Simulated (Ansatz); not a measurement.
**ZnSnN2 (Pna2_1): G0W0 under other settings**

Aim: change settings of a G0W0 run on ZnSnN2 (Pna2_1) and see what moves.

Calculated with Ansatz 0.2.0; G0W0 on PBE, plane waves, PAW; PAW set soft_1.

Most raw output is cut from this account.

**1. Set-up**

It takes space group Pna2_1 (No. 33, orthorhombic). The conventional cell has a = 5.854 Å, b = 6.737 Å, c = 5.481 Å, α = 90.00°, β = 90.00°, γ = 90.00°. Zn has 4 N at 2.05 to 2.07 Å nearest. Nearest to Sn lie 4 N at 2.06 to 2.08 Å. Nearest to N lie 2 Zn at 2.05 to 2.07 Å and 2 Sn at 2.07 to 2.08 Å. Nearest to N lie 2 Zn at 2.05 Å and 2 Sn at 2.06 to 2.07 Å. Farther neighbours and most contacts between anions are not listed.

Coordinates:

```xyz
16
Lattice="5.8543 0.0000 0.0000 0.0000 6.7375 0.0000 0.0000 0.0000 5.4806" Properties=species:S:1:pos:R:3 pbc="T T T"
Zn    3.4134    5.8949    5.4741
Zn    2.4409    0.8426    2.7338
Zn    5.3680    2.5262    2.7338
Zn    0.4863    4.2113    5.4741
Sn    3.4447    2.5270    5.4766
Sn    2.4096    4.2105    2.7363
Sn    5.3368    5.8957    2.7363
Sn    0.5175    0.8418    5.4766
N     3.4095    2.5223    2.0736
N     2.4448    4.2152    4.8139
N     5.3719    5.8910    4.8139
N     0.4824    0.8464    2.0736
N     3.3938    5.9006    2.0473
N     2.4605    0.8369    4.7876
N     5.3876    2.5318    4.7876
N     0.4667    4.2056    2.0473
```

The cell and positions are those that the Materials Project relaxed with its own functionals (PBE, PBE+U or r2SCAN), kept fixed.

**2. The base run: 2×2×2 mesh, 490 empty bands, screening to 100 eV, PAW set soft_1 files**

Now the one-shot GW correction: screening in the RPA, then the self-energy of the levels asked for. This step takes PAW set soft_1 files.

File input.yaml:

```yaml
crystal:
  lattice:
    - [5.8542731, 0.0, 0.0]
    - [0.0, 6.7374542, 0.0]
    - [0.0, 0.0, 5.48058331]
  atoms:
    - { symbol: Zn, position: [0.58306262, 0.87494525, 0.99881237] }
    - { symbol: Zn, position: [0.41693738, 0.12505475, 0.49881237] }
    - { symbol: Zn, position: [0.91693738, 0.37494525, 0.49881237] }
    - { symbol: Zn, position: [0.08306262, 0.62505475, 0.99881237] }
    - { symbol: Sn, position: [0.58840042, 0.37506264, 0.9992746] }
    - { symbol: Sn, position: [0.41159958, 0.62493736, 0.4992746] }
    - { symbol: Sn, position: [0.91159958, 0.87506264, 0.4992746] }
    - { symbol: Sn, position: [0.08840042, 0.12493736, 0.9992746] }
    - { symbol: "N", position: [0.58239595, 0.37436694, 0.37835473] }
    - { symbol: "N", position: [0.41760405, 0.62563306, 0.87835473] }
    - { symbol: "N", position: [0.91760405, 0.87436694, 0.87835473] }
    - { symbol: "N", position: [0.08239595, 0.12563306, 0.37835473] }
    - { symbol: "N", position: [0.57971582, 0.87578583, 0.37355931] }
    - { symbol: "N", position: [0.42028418, 0.12421417, 0.87355931] }
    - { symbol: "N", position: [0.92028418, 0.37578583, 0.87355931] }
    - { symbol: "N", position: [0.07971582, 0.62421417, 0.37355931] }
kpoints:
  mp_grid: { grid: [2, 2, 2] }
hamiltonian:
  xc: pbe
  pseudopotentials: { kind: paw, azcp: { folder: soft_1 } }
scf:
  occupations: { method: fixed }
gw:
  n_empty_bands: 490
  ecut_chi: 100
  qp_bands: [v4, c4]
  qp_kpoints: band_edges
  screening: { model: contour_deformation }
```

Launch:

```console
ansatz run input.yaml --threads 2 --pin off --max-ram 92160MiB --backend cuda --events-out ev --progress --plain --runs-dir out --devices 1 --max-vram 13GiB
```

Wall time 19 s (1 × NVIDIA H100 80GB HBM3 (shared by 6 runs) with 2 threads of AMD EPYC 7R13 (Zen 3), shared host); peak memory 1.9 GiB; 22 s of CPU time.

Numbers from this step:

| Quantity | Value |
| --- | --- |
| bands summed | 562 |
| RPA ε∞ on this mesh (eigenvalues) | 547.6, 739.6, 1176 |
| plane waves in the screening matrix | 495 |
| q-points in the mesh | 8 |
| G0W0 gap on the mesh | 0.6791 eV |
| k of the valence top | 0, 0, 0 |
| k of the conduction bottom | 0, 0, 0 |
| starting gap on the mesh | 0.1962 eV |
| Z at the valence top | 0.7145 |
| Z at the conduction bottom | 0.7473 |
| least direct G0W0 gap on the computed points | 0.6791 eV |

The gap on the mesh goes from 0.20 eV to 0.68 eV, a correction of +0.48 eV. Between the two edge states, bare exchange in place of the xc potential would open the gap by 7.75 eV, and correlation takes back 7.27 eV.

**3. Variant: potentials**

Other atomic data (norm-conserving) test the pseudisation: the cutoff goes from 420 to 1240 eV and the valence electrons from 144 to 176, which opens shells that were frozen.

This step: G0W0 on PBE, plane waves, norm-conserving pseudopotentials.

Edit input.yaml of step 2 so:

```diff
@@ -26,3 +26,3 @@
   xc: pbe
-  pseudopotentials: { kind: paw, azcp: { folder: soft_1 } }
+  pseudopotentials: { kind: nc }
 scf:
```

The job ended after 39 s (1 × NVIDIA H100 80GB HBM3 (shared by 6 runs) with 2 threads; peak memory 3.7 GiB; 56 s of CPU time).

The G0W0 gap on the mesh is 0.675 eV.

Against the base:

| setting | base | variant |
| --- | --- | --- |
| files | PAW set soft_1 | norm-conserving |

| quantity | variant | base |
| --- | --- | --- |
| starting gap on the mesh | 0.206 | 0.196 |
| G0W0 gap on the mesh | 0.675 | 0.679 |
| least direct G0W0 gap on the computed points | 0.675 | 0.679 |
| Z at the valence top | 0.714 | 0.715 |
| Z at the conduction bottom | 0.747 | 0.747 |

**4. Variant: potentials**

This step: G0W0 on PBE, plane waves, PAW.

Edit input.yaml of step 3 so:

```diff
@@ -26,3 +26,3 @@
   xc: pbe
-  pseudopotentials: { kind: nc }
+  pseudopotentials: { kind: paw, source: ansatz }
 scf:
```

It took 59 s on 1 × NVIDIA H100 80GB HBM3 (shared by 6 runs) with 2 threads; peak memory 2.9 GiB.

The G0W0 gap on the mesh is 0.670 eV.

Against the base:

| setting | base | variant |
| --- | --- | --- |
| files | PAW set soft_1 | hard PAW |

| quantity | variant | base |
| --- | --- | --- |
| starting gap on the mesh | 0.209 | 0.196 |
| G0W0 gap on the mesh | 0.670 | 0.679 |
| least direct G0W0 gap on the computed points | 0.670 | 0.679 |
| Z at the valence top | 0.714 | 0.715 |
| Z at the conduction bottom | 0.746 | 0.747 |

**5. Variant: frequency model**

A plasmon pole stands in for the full frequency dependence of the screening; this run shows what that costs in accuracy.

This step: G0W0 on PBE, plane waves, PAW; PAW set soft_1.

Edit input.yaml of step 4 so:

```diff
@@ -26,3 +26,3 @@
   xc: pbe
-  pseudopotentials: { kind: paw, source: ansatz }
+  pseudopotentials: { kind: paw, azcp: { folder: soft_1 } }
 scf:
@@ -34,2 +34,2 @@
   qp_kpoints: band_edges
-  screening: { model: contour_deformation }
+  screening: { model: godby_needs }
```

Run time: 30 s. Hardware: 1 × NVIDIA H100 80GB HBM3 (shared by 6 runs) with 2 threads; peak memory 1.9 GiB; 43 s of CPU time.

The G0W0 gap on the mesh is 0.686 eV.

Against the base:

| setting | base | variant |
| --- | --- | --- |
| frequency model | contour deformation | plasmon pole |

| quantity | variant | base |
| --- | --- | --- |
| starting gap on the mesh | 0.196 | 0.196 |
| G0W0 gap on the mesh | 0.686 | 0.679 |
| least direct G0W0 gap on the computed points | 0.686 | 0.679 |
| Z at the valence top | 0.773 | 0.715 |
| Z at the conduction bottom | 0.802 | 0.747 |

**6. Outcome**

| Quantity | Value |
| --- | --- |
| base | 0.68 eV, 19 s |
| potentials | 0.68 eV, 39 s |
| potentials | 0.67 eV, 59 s |
| frequency model | 0.69 eV, 30 s |

In words: Potentials: the gap moves by −0.004 eV and the time by a factor of 2.0 (the plane-wave cutoff goes from 420 to 1240 eV). Potentials: the gap moves by −0.01 eV and the time by a factor of 3.1 (the plane-wave cutoff goes from 420 to 870 eV). Frequency model: the gap moves by +0.01 eV. All runs here use a coarse mesh and modest cutoffs; they test settings and are not final values. The 2×2×2 mesh is coarse for this cell (its supercell is 11 Å along the shortest edge). The RPA ε∞ on it, from the PBE start, is 547.62, 739.64 and 1176.40; such meshes misread the long-range screening, most where the gap is narrow. On this mesh the RPA ε∞ passes 90, more than nearly any semiconductor shows; a coarse mesh does this where one point with a narrow direct gap carries much weight. The screening is then too strong, and the G0W0 gap should not be taken as the material's. A d shell, filled or nearly so, lies near the gap. One-shot GW converges very slowly in bands there, not always from below, and on a semilocal start the gap tends to come out low; starts rich in exact exchange can overshoot instead. The many-body steps are scalar-relativistic: spin-orbit coupling is not in them.

[Paths, hosts, dates, memory and timing lines, banners, echoed tables and standing remarks are left out of the program output.]

[Logs are printed without paths, hosts, clocks, repeated set-up lines and the standing remarks that a program may print on its own settings, such as how far it seeks lower states.]

[Runs of the session that timed out or met a known fault of the program may be left out.]

[Cells called generated may have been cut or substituted from an entry of the Crystallography Open Database or the Materials Project.]

[Hosts, paths, dates, database ids (printed as entryN), source tags and the programs' standing remarks are cut or masked in the printed files.]
